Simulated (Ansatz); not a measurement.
# YCrB4 (Pbam): how G0W0 depends on its starting point

How much of the starting functional survives in the G0W0 gap of YCrB4 (Pbam)?

Calculated with Ansatz 0.2.0; G0W0 on several functionals, plane waves, PAW.

**1. Starting point**

The structure is orthorhombic, space group Pbam (No. 55). The conventional cell has a = 5.972 Å, b = 11.460 Å, c = 3.461 Å, α = 90.00°, β = 90.00°, γ = 90.00°. Y has 14 B at 2.62 to 2.76 Å nearest. Nearest to Cr lie 10 B at 2.25 to 2.33 Å and 1 Cr at 2.30 Å. Nearest to B lie 3 B at 1.80 to 1.86 Å and 2 Cr at 2.31 Å and 4 Y at 2.72 to 2.74 Å. Nearest to B lie 3 B at 1.74 to 1.86 Å and 2 Cr at 2.33 Å and 4 Y at 2.66 to 2.76 Å. Nearest to B lie 3 B at 1.71 to 1.74 Å and 4 Cr at 2.25 Å and 2 Y at 2.62 Å. B has 3 B at 1.74 to 1.82 Å and 2 Cr at 2.31 Å and 4 Y at 2.70 to 2.72 Å nearest. Farther neighbours are not listed.

Structure file:

```
Y Cr B
1.0
     5.97200    0.00000    0.00000
     0.00000   11.46000    0.00000
     0.00000    0.00000    3.46100
Y Cr B
4 4 16
Direct
  0.12412 0.15037 0.00000
  0.87588 0.84963 0.00000
  0.62412 0.34963 0.00000
  0.37588 0.65037 0.00000
  0.12013 0.42178 0.00000
  0.87987 0.57822 0.00000
  0.62013 0.07822 0.00000
  0.37987 0.92178 0.00000
  0.27888 0.31667 0.50000
  0.72112 0.68333 0.50000
  0.77888 0.18333 0.50000
  0.22112 0.81667 0.50000
  0.47560 0.19123 0.50000
  0.52440 0.80877 0.50000
  0.97560 0.30877 0.50000
  0.02440 0.69123 0.50000
  0.38769 0.04654 0.50000
  0.61231 0.95346 0.50000
  0.88769 0.45346 0.50000
  0.11231 0.54654 0.50000
  0.36116 0.46746 0.50000
  0.63884 0.53254 0.50000
  0.86116 0.03254 0.50000
  0.13884 0.96746 0.50000
```

Geometry: measured cell, ions relaxed with LDA. The runs that relaxed it are not among those shown. The default PAW set here is soft_2. Its files were made with PBE.

**2. G0W0 on LDA**

Now the one-shot GW correction: screening in the RPA, then the self-energy of the levels asked for.

This step: G0W0 on LDA, plane waves, PAW.

Input file input.yaml:

```yaml
crystal:
  lattice:
    - [5.972, 0.0, 0.0]
    - [0.0, 11.46, 0.0]
    - [0.0, 0.0, 3.461]
  atoms:
    - { symbol: "Y", position: [0.1241200588, 0.1503666468, 0.0] }
    - { symbol: "Y", position: [0.8758799412, 0.8496333532, 0.0] }
    - { symbol: "Y", position: [0.6241200588, 0.3496333532, 0.0] }
    - { symbol: "Y", position: [0.3758799412, 0.6503666468, 0.0] }
    - { symbol: Cr, position: [0.1201299695, 0.421778839, 0.0] }
    - { symbol: Cr, position: [0.8798700305, 0.578221161, 0.0] }
    - { symbol: Cr, position: [0.6201299695, 0.078221161, 0.0] }
    - { symbol: Cr, position: [0.3798700305, 0.921778839, 0.0] }
    - { symbol: B, position: [0.2788786994, 0.3166664433, 0.5] }
    - { symbol: B, position: [0.7211213006, 0.6833335567, 0.5] }
    - { symbol: B, position: [0.7788786994, 0.1833335567, 0.5] }
    - { symbol: B, position: [0.2211213006, 0.8166664433, 0.5] }
    - { symbol: B, position: [0.4755978637, 0.1912257198, 0.5] }
    - { symbol: B, position: [0.5244021363, 0.8087742802, 0.5] }
    - { symbol: B, position: [0.9755978637, 0.3087742802, 0.5] }
    - { symbol: B, position: [0.0244021363, 0.6912257198, 0.5] }
    - { symbol: B, position: [0.3876900752, 0.0465439877, 0.5] }
    - { symbol: B, position: [0.6123099248, 0.9534560123, 0.5] }
    - { symbol: B, position: [0.8876900752, 0.4534560123, 0.5] }
    - { symbol: B, position: [0.1123099248, 0.5465439877, 0.5] }
    - { symbol: B, position: [0.3611603252, 0.4674623972, 0.5] }
    - { symbol: B, position: [0.6388396748, 0.5325376028, 0.5] }
    - { symbol: B, position: [0.8611603252, 0.0325376028, 0.5] }
    - { symbol: B, position: [0.1388396748, 0.9674623972, 0.5] }
kpoints:
  mp_grid: { grid: [2, 2, 4] }
hamiltonian:
  xc: lda
scf:
  occupations: { method: fixed }
gw:
  n_empty_bands: 459
  ecut_chi: 90
  qp_bands: [v4, c4]
  qp_kpoints: band_edges
  screening: { model: contour_deformation }
```

Run with:

```bash
ansatz run input.yaml --threads 2 --pin off --max-ram 92160MiB --backend cuda --events-out ev --progress --plain --runs-dir out --devices 1 --max-vram 13GiB
```

Numbers of over 12 decimals in the logs are rounded to 6 here.

What it wrote:

```text
GPUs: using 1 of 1 available (devices: 1).
Engine: ansatz 0.2.0, x86_64-unknown-linux-gnu
Pseudopotentials: kind: paw
Pseudopotential: Y, paw, valence charge 11, recommended cutoff 420 eV (normal), Y.paw.azcp
Pseudopotential: Cr, paw, valence charge 14, recommended cutoff 420 eV (normal), Cr.paw.azcp
Pseudopotential: B, paw, valence charge 3, recommended cutoff 420 eV (normal), B.paw.azcp
Functional definition: SPW92
  exchange = slater_x
  correlation = pw_c
device memory: the entry about to start is reckoned to put 3.2 GiB on a device that reports 40.6 GiB free (of which the cap on the GPU budget leaves the run 13.0 GiB)
GPU FFT provider: cuFFT
GPU libraries: cuBLAS 13.8.2, cuFFT 12.4.0, cuSOLVER 12.3.4
Crystal: 24 atoms, lattice volume = 236.868 Å³
Basis set: ecut = 420 eV, 4603 PW (Γ)
Bands: 98, of which v1, the nominal top of the filled ones, is band 74 counted from 1 (73 counted from 0)
Symmetry: 8 space group operations
Space group: Pbam (ITA 55), of the structure as read, at distance tolerance 6.2e-5 Å
k-points: 12 of 16
Non-local potential: Y, projectors of the file, l = 0: 3, l = 1: 2, l = 2: 2, l = 3: 1
Non-local potential: Cr, projectors of the file, l = 0: 3, l = 1: 2, l = 2: 3, l = 3: 1
Non-local potential: B, projectors of the file, l = 0: 2, l = 1: 2, l = 2: 1
PAW form: soft (Blöchl's): semilocal exchange-correlation on the pseudo side does not see the compensation charge
PAW frozen core: Y, regenerated for the run's functional, and the local potential with it (the file was generated under x = pbe(κ = 0.804, μ = 0.219515), c = pbe(β = 0.066725))
PAW frozen core: Cr, regenerated for the run's functional, and the local potential with it (the file was generated under x = pbe(κ = 0.804, μ = 0.219515), c = pbe(β = 0.066725))
PAW frozen core: B, regenerated for the run's functional, and the local potential with it (the file was generated under x = pbe(κ = 0.804, μ = 0.219515), c = pbe(β = 0.066725))
PAW one-centre angular grid: Y, 590 points (default); XC on 64 Gauss nodes
PAW one-centre angular grid: Cr, 590 points (default); XC on 64 Gauss nodes
PAW one-centre angular grid: B, 110 points (default); XC on 64 Gauss nodes
Initial density: superposition of atomic densities (neutral atoms: chi_scale 0, normalization atom), corrected by the library's trained network
Initial wavefunctions: pseudopotential atomic-orbital guess
GPU buffer pool allocated for 76800 grid points (all kernels)
GPU transforms: local potential and band sums: pruned to the plane-wave sphere, on 40×80×24
Functional: x = slater, c = lda
SCF iter   1: F=—  HF=-30687.655765 eV  |F-HF|=—  |Δ(HF+E_count)|=         —  Δρ=9.68e-3  dr2=2.00e-1  ethr=1.77e-3  ⟨swp⟩=3.5  Hψ=3703  notcnv=0  defer=224
preconditioner: auto → Resta (q_TF=auto, 2.523 Å⁻¹)  ε∞=6.1  [insulator: Δε(μ)=0.362 eV  Ē_g=11.109 eV  n_scr=70 (ndim 8)  ℏωp=25.1 eV  f_vac=0.000  ε∞_Penn≈6.1]
SCF iter   2: F=—  HF=-30687.625659 eV  |F-HF|=—  |Δ(HF+E_count)|=   3.01e-2  Δρ=8.41e-3  dr2=1.55e-1  ethr=1.35e-4  ⟨swp⟩=2.0  Hψ=1409  notcnv=0  defer=261
SCF iter   3: F=—  HF=-30687.618497 eV  |F-HF|=—  |Δ(HF+E_count)|=   7.16e-3  Δρ=6.41e-3  dr2=1.39e-1  ethr=1.05e-4  ⟨swp⟩=2.2  Hψ=1385  notcnv=0  defer=255
SCF iter   4: F=—  HF=-30687.602510 eV  |F-HF|=—  |Δ(HF+E_count)|=   1.60e-2  Δρ=9.78e-4  dr2=1.94e-3  ethr=9.38e-5  ⟨swp⟩=2.0  Hψ=1302  notcnv=0  defer=261
SCF iter   5: F=—  HF=-30687.602041 eV  |F-HF|=—  |Δ(HF+E_count)|=   4.69e-4  Δρ=1.58e-4  dr2=5.37e-5  ethr=1.31e-6  ⟨swp⟩=2.2  Hψ=1446  notcnv=0  defer=263
SCF iter   6: F=—  HF=-30687.602031 eV  |F-HF|=—  |Δ(HF+E_count)|=   1.04e-5  Δρ=3.51e-5  dr2=2.28e-6  ethr=3.63e-8  ⟨swp⟩=2.1  Hψ=1693  notcnv=0  defer=209
SCF iter   7: F=—  HF=-30687.602031 eV  |F-HF|=—  |Δ(HF+E_count)|=   3.04e-7  Δρ=1.43e-5  dr2=5.40e-7  ethr=1.54e-9  ⟨swp⟩=2.0  Hψ=1409  notcnv=0  defer=209
SCF iter   8: F=-30687.602030 eV  HF=-30687.602030 eV  |F-HF|=2.83e-8  |Δ(HF+E_count)|=   5.44e-8  Δρ=3.45e-6  dr2=3.28e-8  ethr=6.76e-11  ⟨swp⟩=10.7  Hψ=4888  notcnv=0
SCF 1 converged in 8 iterations: F = -30687.602030 eV  dr2 = 3.28e-8
  greatest PAW one-centre occupation: 1.000 electrons in one spin orbital (limit 2), on the Cr atom at site 7 (counted from 0), in its partial waves of l = 0
device memory: the entry about to start is reckoned to put 3.8 GiB (of the 4.0 GiB reckoned in all, the device holds 0.1 GiB already) on a device that reports 39.4 GiB free (of which the cap on the GPU budget leaves the run 12.9 GiB)
NSCF: frozen V_eff on 12 k-points
the band table was solved once the SCF had ended and its energy, with any forces and stress, was formed, with the checks that follow a solve (4283 applications of the Hamiltonian). They found nothing against the state; the energy, forces and stress were not computed again (output.eigenvalues in the input reference)
device memory: the entry about to start is reckoned to put 4.0 GiB on a device that reports 43.1 GiB free (of which the cap on the GPU budget leaves the run 13.0 GiB)
NSCF: frozen V_eff on 12 k-points
G₀W₀ screening: q 1/12
[... further progress lines ...]
device memory: the entry about to start is reckoned to put 1.4 GiB on a device that reports 56.3 GiB free (of which the cap on the GPU budget leaves the run 13.0 GiB)
NSCF: frozen V_eff on 1 k-points
device memory: the entry about to start is reckoned to put 1.4 GiB on a device that reports 56.3 GiB free (of which the cap on the GPU budget leaves the run 13.0 GiB)
NSCF: frozen V_eff on 1 k-points
device memory: the entry about to start is reckoned to put 1.4 GiB on a device that reports 56.3 GiB free (of which the cap on the GPU budget leaves the run 13.0 GiB)
NSCF: frozen V_eff on 1 k-points
device memory: the entry about to start is reckoned to put 1.4 GiB on a device that reports 56.3 GiB free (of which the cap on the GPU budget leaves the run 13.0 GiB)
NSCF: frozen V_eff on 1 k-points
SCF converged after 8 iterations
Free energy (F): -30687.602030 eV
Harris-Foulkes:  -30687.602030 eV  (|F-HF|=2.83e-8)
Internal energy: -30687.602030 eV  (E = F + TS)
E sigma→0 (E₀):  -30687.602030 eV
Fermi energy:    13.374563 eV
--- Per-component energies (eV) ---
  E_band       = -820.943728
  E_kinetic    = 3397.274381
  E_local      = -9476.823887  (includes V_loc(G=0)·N_el)
  E_nonlocal   = 732.806144
  E_hartree    = 3948.101688
  E_xc         = -1769.993567
  E_vxc        = -2136.648518  (∫ρ·V_xc dr)
  E_paw        = -16620.396469  (= ΣΔE_a)
  E_vpaw       = -1233.774873  (= ΣTr[D̂ρ^β])
  E_aug_tail   = 0.001371  (compensation charges beyond the density's cutoff)
  E_ewald      = -10902.083882
  E_core_change = 3.512191  (= ΣΔE_core)
  E_smearing   = -0.000000  (= −TS)
  E_closure    = 0.000000  (closes the sum)
  Σ components = -30687.602030   (vs F -30687.602030, Δ=0.00e0)
--- Band table (eV; the first three rows and the last of 12) ---
  k-point 0: bands = [... 70 lower, 12.4055, 12.9703, 13.1771, 13.1951, 14.3467, 14.3716, 14.6564, 14.7348, ... 20 higher]
  k-point 1: bands = [... 70 lower, 12.4069, 13.0011, 13.0730, 13.1665, 13.6652, 14.1549, 14.2902, 14.5122, ... 20 higher]
  k-point 2: bands = [... 70 lower, 12.6670, 12.9140, 12.9808, 13.0099, 13.6866, 13.7089, 13.7298, 13.8277, ... 20 higher]
  k-point 11: bands = [... 70 lower, 12.0509, 12.0509, 13.0072, 13.0072, 13.7400, 13.7400, 14.6287, 14.6287, ... 20 higher]
--- G₀W₀: contour deformation, 8 samples at zero and on the imaginary axis and 1 off it, 16 q-points, 459 empty bands' worth ---
  eigenvalues of the whole cell's RPA ε∞ on this k-mesh (on a slab, of 1 + 4πα/V) = 40.6269, 41.8856, 47.0184; static W/v taken at q = 0 is 0.022416
  bands read: the sum over 533 bands ends inside a degenerate multiplet in 9 slots, whose members it reads at an even weight; the widest, k=3: bands 533 to 534 (counted from 1) at 1/2 each
  gw.qp_kpoints: band_edges: 12 of 12 stored k-points solved, in 1 pass; an edge of the gap read off the rows below is read off those points alone
    ik  band        ε_KS         Σx   Σc(E_QP)       V_xc       Z   E_QP_lin       E_QP  E_QP is
     0    71     12.4055   -19.9035     1.3919   -19.1969  0.7037    13.1142    13.0909  root
     0    72     12.9703   -19.8539     0.7061   -19.9171  0.6801    13.7174    13.7395  root
     0    73     13.1771   -18.2701     0.6368   -18.2684  0.7129    13.8027    13.8122  root
     0    74     13.1951   -21.5189     0.6151   -21.7269  0.6745    14.0089    14.0182  root
     0    75     14.3467   -15.9405    -3.5899   -20.3637  0.6997    15.1972    15.1800  root
     0    76     14.3716   -18.1789    -4.3806   -23.5714  0.6592    15.3834    15.3835  root
     0    77     14.6564   -18.2191    -3.7531   -22.9615  0.6817    15.6550    15.6457  root
     0    78     14.7348   -12.6033    -4.6833   -18.0445  0.7198    15.5033    15.4927  root
     1    71     12.4069   -20.5157     1.1458   -20.1387  0.6803    13.1652    13.1758  root
     1    72     13.0011   -22.9049     0.8322   -23.0330  0.6562    13.9336    13.9613  root
     1    73     13.0730   -21.6017     1.2222   -21.1353  0.6654    13.8078    13.8288  root
     1    74     13.1665   -21.9508     1.1840   -21.5801  0.6632    13.9625    13.9797  root
     1    75     13.6652   -16.9846    -3.5018   -21.3695  0.6848    14.5643    14.5483  root
     1    76     14.1549   -17.0982    -3.9881   -22.0299  0.6786    15.0934    15.0986  root
     1    77     14.2902   -18.4317    -5.0979   -24.6181  0.6516    15.3868    15.3787  root
     1    78     14.5122   -17.3279    -5.2072   -23.5601  0.6552    15.5375    15.5372  root
     2    71     12.6670   -14.7560     1.1085   -13.8298  0.7511    12.8485    12.8494  root
     2    72     12.9140   -25.1584     1.4798   -24.6659  0.6255    13.8597    13.9013  root
     2    73     12.9808   -25.1003     1.5875   -24.4903  0.6224    13.9189    13.9583  root
     2    74     13.0099   -21.7620     1.1334   -21.4671  0.6779    13.8305    13.8483  root
     2    75     13.6866   -16.1630    -4.5848   -21.7614  0.7040    14.7287    14.7002  root
     2    76     13.7089   -20.9209    -3.9570   -26.0439  0.6353    14.8805    14.8750  root
     2    77     13.7298   -20.6467    -4.0238   -25.8385  0.6389    14.8952    14.8978  root
     2    78     13.8277   -16.9051    -4.7017   -22.6695  0.6979    14.9232    14.8904  root
[...]
11    71     12.0509   -21.4711     2.2061   -19.9157  0.6816    12.6864    12.7016  root
    11    72     12.0509   -21.4711     2.2061   -19.9157  0.6816    12.6864    12.7016  root
    11    73     13.0072   -25.2712     1.4727   -24.7983  0.6247    13.9723    14.0070  root
    11    74     13.0072   -25.2712     1.4727   -24.7983  0.6247    13.9723    14.0070  root
    11    75     13.7400   -21.0115    -3.9552   -26.1439  0.6342    14.9112    14.9171  root
    11    76     13.7400   -21.0115    -3.9552   -26.1439  0.6342    14.9112    14.9171  root
    11    77     14.6287   -17.8450    -5.5646   -24.4767  0.6340    15.6631    15.6956  root
    11    78     14.6287   -17.8450    -5.5646   -24.4767  0.6340    15.6631    15.6956  root
```

The job ended after 64 s (1 × NVIDIA H100 80GB HBM3 (shared by 6 runs) with 2 threads of AMD EPYC 7R13 (Zen 3), shared host; peak memory 2.2 GiB).

Reading the cycles: dr2 is the Hartree energy of the density residual (eV), the measure of convergence; HF is the Harris–Foulkes estimate of the energy, which meets the free energy F at convergence.

Numbers from this step:

- bands summed: 533
- RPA ε∞ on this mesh (eigenvalues): 40.63, 41.89, 47.02
- plane waves in the screening matrix: 457
- q-points in the mesh: 16
- G0W0 gap on the mesh: 0.3214 eV
- k of the valence top: -0.5, -0.5, 0
- k of the conduction bottom: 0, 0, 0.25
- starting gap on the mesh: 0.2907 eV
- Z at the valence top: 0.6724
- Z at the conduction bottom: 0.6848
- least direct G0W0 gap on the computed points: 0.4237 eV

The gap on the mesh goes from 0.29 eV to 0.32 eV, a correction of +0.03 eV. Between the two edge states, bare exchange in place of the xc potential would open the gap by 4.04 eV, and correlation takes back 4.01 eV.

[end of part 1 of 2]

[Paths, hosts, dates, memory and timing lines, banners, echoed tables and standing remarks are left out of the program output.]

[Logs are printed without paths, hosts, clocks, repeated set-up lines and the standing remarks that a program may print on its own settings, such as how far it seeks lower states.]

[Runs of the session that timed out or met a known fault of the program may be left out.]

[Cells called generated may have been cut or substituted from an entry of the Crystallography Open Database or the Materials Project.]

[Hosts, paths, dates, database ids (printed as entryN), source tags and the programs' standing remarks are cut or masked in the printed files.]
